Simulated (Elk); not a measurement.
## Does EuAg4Sb2 carry moments in Elk?

Aim: find out whether EuAg4Sb2 carries moments when they start parallel, and what they gain.

Calculated with Elk 11.2.3 (patched build); PBEsol; all-electron APW+lo, Dirac cores, scalar-relativistic bands.

Experimental background.

“Large magnetoresistance and first-order phase transition in antiferromagnetic single-crystalline EuAg4Sb2” (2024, arxiv:2406.18252) reports for EuAg4Sb2, trigonal CaCu4P2-type, by VSM magnetisation (flux-grown single crystal, field up to 4 T, 2 K): moment (saturation moment per Eu, H parallel c) 6.9 μB [field-polarised saturation moment, not the zero-field ordered moment].

**1. Set-up**

It takes space group R-3m (No. 166, trigonal). The conventional cell has a = 4.724 Å, b = 4.724 Å, c = 24.689 Å, α = 90.00°, β = 90.00°, γ = 120.00°. Nearest to Eu lie 6 Sb at 3.32 Å and 8 Ag at 3.50 to 3.69 Å. Nearest to Ag lie 4 Sb at 2.82 to 3.16 Å and 9 Ag at 2.91 to 3.53 Å and 1 Eu at 3.50 Å. Ag has 3 Sb at 2.79 Å and 7 Ag at 2.91 to 3.53 Å and 3 Eu at 3.69 Å nearest. Sb has 7 Ag at 2.79 to 3.16 Å and 3 Eu at 3.32 Å nearest. Farther neighbours are not listed.

**2. Start 1: ferro +**

Parallel moments need no larger cell; this start tests for a ferromagnetic state only.

Moments are seeded by fields in the spheres (the last three columns under atoms), set against the wanted direction and reduced each loop.

elk.in reads:

```
tasks
  0
  33
  73

xctype
  22

reducebf
  0.6

epsengy
  1e-05

maxscl
  100

rgkmax
  7.0

nempty
  8

swidth
  0.003

lmaxi
  3

spinpol
  .true.

sppath
  './'

avec
  4.46343862006 2.57696748878 15.55181609702
  -4.46343862006 2.57696748878 15.55181609702
  0.00000000000 -5.15393497756 15.55181609702

atoms
  3
  'Eu.in'
  1
  0.0000000000 0.0000000000 0.0000000000   0.000000 0.000000 -0.500000
  'Ag.in'
  4
  0.1419600000 0.1419600000 0.1419600000   0.000000 0.000000 0.000000
  0.8580400000 0.8580400000 0.8580400000   0.000000 0.000000 0.000000
  0.4341100000 0.4341100000 0.4341100000   0.000000 0.000000 0.000000
  0.5658900000 0.5658900000 0.5658900000   0.000000 0.000000 0.000000
  'Sb.in'
  2
  0.2563400000 0.2563400000 0.2563400000   0.000000 0.000000 0.000000
  0.7436600000 0.7436600000 0.7436600000   0.000000 0.000000 0.000000

ngridk
  6 6 6

plot3d
  0 0 0
  1 0 0
  0 1 0
  0 0 1
  44 44 44
```

Command:

```console
$ OMP_NUM_THREADS=4 elk
```

Numbers of over 12 decimals in the logs are rounded to 6 here.

What it wrote:

```text
Warning(init1): few empty states an atom for a second variation :    8.000000000
 they are its basis, with spin, DFT+U, afieldc (12 by default), in Hartree-Fock and RDMFT; 30 and more for pressures
Warning(gndstate): the lowest level lies among the core levels :   -3.154210638      -3.225287496
 is it the species file's wish, or a core state in the basis a second time?
Warning(gndstate): core states of species 3 leak from the muffin-tin :   0.7984396083E-03

--- INFO.OUT ---
┌─────────────────────────┐
│ Elk code version 11.2.3 │
└─────────────────────────┘

All units are atomic (Hartree, Bohr, etc.)

┌─────────────────────────────────────────────────┐
│ Ground-state run starting from atomic densities │
└─────────────────────────────────────────────────┘

Lattice vectors :
   4.463438620       2.576967489       15.55181610
  -4.463438620       2.576967489       15.55181610
   0.000000000      -5.153934978       15.55181610

Reciprocal lattice vectors :
  0.7038503094      0.4063681656      0.1346720595
 -0.7038503094      0.4063681656      0.1346720595
  0.8316262501E-17 -0.8127363312      0.1346720595

Unit cell volume      :    1073.274643
Brillouin zone volume :   0.2311153209

Muffin-tin inner radius fraction :   0.1000000000E-01

Nuclei treated as point charges

Species : 1 (Eu)
 parameters loaded from : Eu.in
 name : europium
 nuclear charge    :   -63.00000000
 electronic charge :    63.00000000
 atomic mass :    277013.4259
 muffin-tin radius :    2.800000000
 number of radial points in muffin-tin :   1393
 inner part over the whole radius :   0.9899008687E-02
 number on inner part of muffin-tin    :    997
 approximate nuclear radius :   0.9548609764E-04
 number of mesh points to nuclear radius :    510
 atomic positions (lattice), magnetic fields (Cartesian) :
  1 :   0.00000000  0.00000000  0.00000000    0.00000000  0.00000000 -0.50000000

Species : 2 (Ag)
 parameters loaded from : Ag.in
 name : silver
 nuclear charge    :   -47.00000000
 electronic charge :    47.00000000
 atomic mass :    196631.6998
 muffin-tin radius :    2.600000000
 number of radial points in muffin-tin :   1193
 inner part over the whole radius :   0.9869554211E-02
 number on inner part of muffin-tin    :    849
 approximate nuclear radius :   0.8648227117E-04
 number of mesh points to nuclear radius :    425
 atomic positions (lattice), magnetic fields (Cartesian) :
  1 :   0.14196000  0.14196000  0.14196000    0.00000000  0.00000000  0.00000000
  2 :  -0.14196000 -0.14196000 -0.14196000    0.00000000  0.00000000  0.00000000
  3 :   0.43411000  0.43411000  0.43411000    0.00000000  0.00000000  0.00000000
  4 :  -0.43411000 -0.43411000 -0.43411000    0.00000000  0.00000000  0.00000000

Species : 3 (Sb)
 parameters loaded from : Sb.in
 name : antimony
 nuclear charge    :   -51.00000000
 electronic charge :    51.00000000
 atomic mass :    221954.9021
 muffin-tin radius :    2.600000000
 number of radial points in muffin-tin :   1193
 inner part over the whole radius :   0.9886087340E-02
 number on inner part of muffin-tin    :    850
 approximate nuclear radius :   0.8886795689E-04
 number of mesh points to nuclear radius :    429
 atomic positions (lattice), magnetic fields (Cartesian) :
  1 :   0.25634000  0.25634000  0.25634000    0.00000000  0.00000000  0.00000000
  2 :  -0.25634000 -0.25634000 -0.25634000    0.00000000  0.00000000  0.00000000

Total number of atoms per unit cell :    7
Total muffin-tin volume :    533.6853824
 ratio of muffin-tin to unit cell volume :   0.4972495960

Spin treatment :
 spin-polarised
 global magnetic field (Cartesian) :    0.000000000       0.000000000       0.000000000
 collinear magnetisation in z-direction

Number of Bravais lattice symmetries :   12
Number of crystal symmetries         :   12
Crystal has inversion symmetry
Real symmetric eigensolver will be used

k-point grid :      6     6     6
k-point offset :    0.000000000       0.000000000       0.000000000
k-point set is reduced with full crystal symmetry group
Total number of k-points :       32

Muffin-tin radius times maximum |G+k| :    7.000000000
 using average radius
Maximum |G+k| for APW functions       :    2.663043478
Maximum (1/2)|G+k|²                   :    3.545900284
Maximum |G| for potential and density :    12.00000000
Constant for pseudocharge density :    8
 order of it for each species :   15  15  15
 order of it for pair densities of each species (exact exchange by exxq0 0: 15) :   11   9   9
Radial integration step length :    1

G-vector grid sizes :     63    63    63
Number of G-vectors :    31271

Maximum angular momentum used for
 APW functions            :    8
 outer part of muffin-tin :    6
 inner part of muffin-tin :    3

Total nuclear charge    :   -353.0000000
Total core charge       :    230.0000000
Total valence charge    :    123.0000000
Total excess charge     :    0.000000000
Total electronic charge :    353.0000000

Effective Wigner radius, rₛ :   0.8987022963

Number of empty states         :     56
Total number of valence states :    236
Total number of core states    :    230

Third-order local-orbitals added for an l without core states : T
Total number of local-orbitals :    136

Exchange-correlation functional :     22     0     0
 PBEsol, Phys. Rev. Lett. 100, 136406 (2008)
 gradient requirement :    1
 generalised gradient approximation (GGA)

Smearing type :    3
 Fermi-Dirac
Smearing width :   0.3000000000E-02
Effective electronic temperature (K) :    947.3250744

Mixing type :    3
 Broyden mixing, J. Phys. A: Math. Gen. 17, L317 (1984)

Kohn-Sham potential initialised from atomic data

┌──────────────────────────────┐
│ Self-consistent loop started │
└──────────────────────────────┘

┌─────────────────┐
│ Loop number : 1 │
└─────────────────┘

Energies :
 Fermi                       :     0.152427
 sum of occupied eigenvalues :     -27281.674272893
 electron kinetic            :      47673.820075603
 core electron kinetic       :      46443.012911222
 Coulomb                     :     -91583.243589553
 Coulomb potential           :     -73485.600479229
 nuclear-nuclear             :     -4698.2259712521
 electron-nuclear            :     -100404.88335502
 Hartree                     :      13519.865736715
 Madelung                    :     -54840.443349938
 xc potential                :     -1469.4442154401
 xc effective B-field        :    -0.446093
 external B-field            :      0.000000
 exchange                    :     -1139.0379648730
 correlation                 :     -21.630770767079
 electron entropic           :    -0.79942723142926E-02
 total energy                :     -45070.100243863
 (external B-field energy excluded from total)
[...]
xc potential                :     -1476.5489366264
 xc effective B-field        :    -0.473207
 external B-field            :      0.000000
 exchange                    :     -1139.3253253477
 correlation                 :     -21.632909545521
 electron entropic           :    -0.70126270677324E-02
 total energy                :     -45072.550022235
 (external B-field energy excluded from total)

Density of states at Fermi energy :    218.3259454
 (states/Hartree/unit cell)

Estimated indirect band gap :   0.4995146557E-03
 from k-point 14 to k-point 17
Estimated direct band gap   :   0.3043942986E-02
 at k-point 5

Charges :
 core                        :    230.0000000
 valence                     :    123.0000000
 interstitial                :    10.98488003
 muffin-tins (core leakage)
  species : 1 (Eu)
   atom 1                    :    60.52664078     (  0.1934780378E-04)
  species : 2 (Ag)
   atom 1                    :    45.70777684     ( -0.3322169313E-06)
   atom 2                    :    45.70777684     ( -0.3322169313E-06)
   atom 3                    :    45.74039595     ( -0.3322131761E-06)
   atom 4                    :    45.74039595     ( -0.3322131761E-06)
  species : 3 (Sb)
   atom 1                    :    49.29606680     (  0.8261616186E-03)
   atom 2                    :    49.29606680     (  0.8261616186E-03)
 total in muffin-tins        :    342.0151200
 total calculated charge     :    352.9970299
 total charge                :    353.0000000
 error                       :   0.2970107732E-02

Moments :
 interstitial                :   0.2072616790
 muffin-tins
  species : 1 (Eu)
   atom 1                    :    6.131640271
  species : 2 (Ag)
   atom 1                    :   0.9527014718E-03
   atom 2                    :   0.9527014718E-03
   atom 3                    :  -0.1243804018E-03
   atom 4                    :  -0.1243804018E-03
  species : 3 (Sb)
   atom 1                    :  -0.1414179849E-01
   atom 2                    :  -0.1414179849E-01
 total in muffin-tins        :    6.105013316
 total moment                :    6.312274995

RMS change in Kohn-Sham potential (target) :    2.061969574     (  0.1000000000E-05)
Absolute change in total energy (target)   :    2.449778372     (  0.1000000000E-04)

[... loops 3 to 20 left out ...]

┌──────────────────┐
│ Loop number : 21 │
└──────────────────┘

Energies :
 Fermi                       :     0.239948
 sum of occupied eigenvalues :     -27257.728179332
 electron kinetic            :      47712.103081754
 core electron kinetic       :      46444.859163163
 Coulomb                     :     -91618.253508061
 Coulomb potential           :     -73440.015677783
 nuclear-nuclear             :     -4698.2259712521
 electron-nuclear            :     -100520.96308003
 Hartree                     :      13600.935543225
 Madelung                    :     -54898.245669169
 xc potential                :     -1529.2273717485
 xc effective B-field        :    -0.588209
 external B-field            :      0.000000
 exchange                    :     -1141.7832974677
 correlation                 :     -21.656053072557
 electron entropic           :    -0.21514328436952E-02
 total energy                :     -45069.591928280
 (external B-field energy excluded from total)

Density of states at Fermi energy :    62.28493540
 (states/Hartree/unit cell)

Estimated indirect band gap :   0.1090551439E-02
 from k-point 2 to k-point 1
Estimated direct band gap   :   0.2178703249E-02
 at k-point 1

Charges :
 core                        :    230.0000000
 valence                     :    123.0000000
 interstitial                :    9.970888244
 muffin-tins (core leakage)
  species : 1 (Eu)
   atom 1                    :    61.06300780     (  0.1821809903E-04)
  species : 2 (Ag)
   atom 1                    :    45.91906530     ( -0.3322687334E-06)
   atom 2                    :    45.91906530     ( -0.3322687334E-06)
   atom 3                    :    45.97220068     ( -0.3322697211E-06)
   atom 4                    :    45.97220068     ( -0.3322697211E-06)
  species : 3 (Sb)
   atom 1                    :    49.09178599     (  0.7984396069E-03)
   atom 2                    :    49.09178599     (  0.7984396069E-03)
 total in muffin-tins        :    343.0291118
 total calculated charge     :    352.9971287
 total charge                :    353.0000000
 error                       :   0.2871332456E-02

Moments :
 interstitial                :   0.1959958050
 muffin-tins
  species : 1 (Eu)
   atom 1                    :    6.814736113
  species : 2 (Ag)
   atom 1                    :  -0.9798829023E-03
   atom 2                    :  -0.9798829023E-03
   atom 3                    :  -0.5879139611E-02
   atom 4                    :  -0.5879139611E-02
  species : 3 (Sb)
   atom 1                    :  -0.2671534572E-01
   atom 2                    :  -0.2671534572E-01
 total in muffin-tins        :    6.747587377
 total moment                :    6.943583182

RMS change in Kohn-Sham potential (target) :   0.6463794542E-06 (  0.1000000000E-05)
Absolute change in total energy (target)   :   0.4228277248E-06 (  0.1000000000E-04)

Convergence targets achieved

┌──────────────────┐
│ Loop number : 22 │
└──────────────────┘

Energies :
 Fermi                       :     0.239948
 sum of occupied eigenvalues :     -27257.728248814
 electron kinetic            :      47712.103105482
 core electron kinetic       :      46444.859123868
 Coulomb                     :     -91618.253593393
 Coulomb potential           :     -73440.015574382
 nuclear-nuclear             :     -4698.2259712521
 electron-nuclear            :     -100520.96335477
 Hartree                     :      13600.935732632
 Madelung                    :     -54898.245806202
 xc potential                :     -1529.2275691608
 xc effective B-field        :    -0.588210
 external B-field            :      0.000000
 exchange                    :     -1141.7833033607
 correlation                 :     -21.656053103057
 electron entropic           :    -0.21514247181531E-02
 total energy                :     -45069.591995800
 (external B-field energy excluded from total)

Density of states at Fermi energy :    62.28547445
 (states/Hartree/unit cell)

Estimated indirect band gap :   0.1090894701E-02
 from k-point 2 to k-point 1
Estimated direct band gap   :   0.2179136207E-02
 at k-point 1

Charges :
 core                        :    230.0000000
 valence                     :    123.0000000
 interstitial                :    9.970886233
 muffin-tins (core leakage)
  species : 1 (Eu)
   atom 1                    :    61.06300893     (  0.1821808099E-04)
  species : 2 (Ag)
   atom 1                    :    45.91906607     ( -0.3322679909E-06)
   atom 2                    :    45.91906607     ( -0.3322679909E-06)
   atom 3                    :    45.97220092     ( -0.3322696891E-06)
   atom 4                    :    45.97220092     ( -0.3322696891E-06)
  species : 3 (Sb)
   atom 1                    :    49.09178542     (  0.7984396083E-03)
   atom 2                    :    49.09178542     (  0.7984396083E-03)
 total in muffin-tins        :    343.0291138
 total calculated charge     :    352.9971287
 total charge                :    353.0000000
 error                       :   0.2871332983E-02

Moments :
 interstitial                :   0.1960218856
 muffin-tins
  species : 1 (Eu)
   atom 1                    :    6.814740346
  species : 2 (Ag)
   atom 1                    :  -0.9794361511E-03
   atom 2                    :  -0.9794361511E-03
   atom 3                    :  -0.5879176907E-02
   atom 4                    :  -0.5879176907E-02
  species : 3 (Sb)
   atom 1                    :  -0.2672098586E-01
   atom 2                    :  -0.2672098586E-01
 total in muffin-tins        :    6.747581148
 total moment                :    6.943603034

┌──────────────────────────────┐
│ Self-consistent loop stopped │
└──────────────────────────────┘

Warning : the lowest level lies among the core levels :   -3.154210638      -3.225287496

Warning : core states of species 3 leak from the muffin-tin :   0.7984396083E-03

Wrote STATE.OUT
```

It took 10 min on 4 threads of Arm Neoverse V2, shared host; peak memory 0.98 GiB; 41 min of CPU time.

Spin moment in the muffin-tin sphere by atom:

```csv
atom,spin moment in the muffin-tin sphere (μB)
Eu1,6.81
Ag2,0.00
Ag3,0.00
Ag4,-0.01
Ag5,-0.01
Sb6,-0.03
Sb7,-0.03
```

Read from the output:

- density of states at the Fermi level: 2.289 states/eV/cell
- moment between the spheres: 0.1960 μB
- magnetization: 6.944 μB
- final state: ferromagnetic

After 22 cycles the largest moment stands at 6.81 μB.

(Continued in part 2 of 2.)

[Logs and program files are shortened in this print: banners, set-up blocks, solver, clock and traceback lines can be left out without a mark of their own.]

[Logs are printed without paths, hosts, clocks, repeated set-up lines and the standing remarks that a program may print on its own settings, such as how far it seeks lower states.]

[Hosts, paths, dates, database ids (printed as entryN), source tags and the programs' standing remarks are cut or masked in the printed files.]

[Where a cell is said to come from a database of computed structures, the database is the Materials Project.]
